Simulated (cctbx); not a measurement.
## Absolute structure of MgV2Br8O2

Space group P1 (no. 1), a = 6.7700 Å, b = 8.1640 Å, c = 8.5290 Å, α = 104.78°, β = 94.35°, γ = 108.08°.

```
atom  mult.       x       y       z  Ueq (Å²)
 Br1      1  0.1267  0.6280  0.8742    0.0130
 Br2      1  0.1590  0.1263  0.8940    0.0085
 Br3      1  0.3857  0.5062  0.2897    0.0171
 Br4      1  0.6548  0.9583  0.7179    0.0101
 Br5      1  0.3754  0.0869  0.2905    0.0068
 Br6      1  0.6408  0.4890  0.7217    0.0102
 Br7      1  0.8528  0.8872  0.0784    0.0123
 Br8      1  0.8630  0.3276  0.0889    0.0101
  V1      1  0.0941  0.2169  0.2647    0.0169
  V2      1  0.9091  0.7948  0.7583    0.0103
 Mg1      1  0.8712  0.2935  0.7881    0.0124
  O1      1  0.0017  0.7617  0.5138    0.0197
  O2      1  0.9815  0.2460  0.5022    0.0170
```

This is a model crystal, built by substitution and not relaxed, with assumed displacement parameters.

Data sets are simulated with cctbx and refined with Bijvoet mates kept apart; Flack x is then fitted as the share of an inverted twin with the atoms fixed, Hooft y from the Bijvoet differences. The group has rotations alone, so the crystal has a hand.

Untwinned crystal. What Flack and Hooft values should come out?

```
  λ (Å)  extinction (unmodelled)  d min (Å)  top counts  error (%)     model      R1  Flack x   s.u.  Hooft y   s.u.  pairs
0.71073                        0       0.77       40000          2  as given  0.0180   -0.002  0.011   -0.009  0.011   1561
0.71073                        0       0.77       40000          2  inverted  0.0335    1.009  0.012    1.028  0.011   1561
1.54184                        0       0.83       70000          3  as given  0.0168    0.009  0.007    0.004  0.008   1259
```

With Mo Kα, x is within 3 s.u. of 0, so the hand is right. With Cu Kα, x is within 3 s.u. of 0, so the hand is right. Inverting the model turns x into about 1 − x.

A further crystal gives:

| λ (Å) | extinction (unmodelled) | d min (Å) | top counts | error (%) | model | R1 | Flack x | s.u. | Hooft y | s.u. | pairs |
| --- | --- | --- | --- | --- | --- | --- | --- | --- | --- | --- | --- |
| 0.7749 | 0 | 0.65 | 5000 | 4 | as given | 0.0612 | 0.82 | 0.02 | 0.839 | 0.024 | 2644 |

**Question.** What is it?

It was simulated as an inversion twin with a fraction 0.8 of the inverted domain. Flack x is over 3 s.u. from both 0 and 1 and reads that fraction.

[Logs are printed without paths, hosts, clocks, repeated set-up lines and the standing remarks that a program may print on its own settings, such as how far it seeks lower states.]
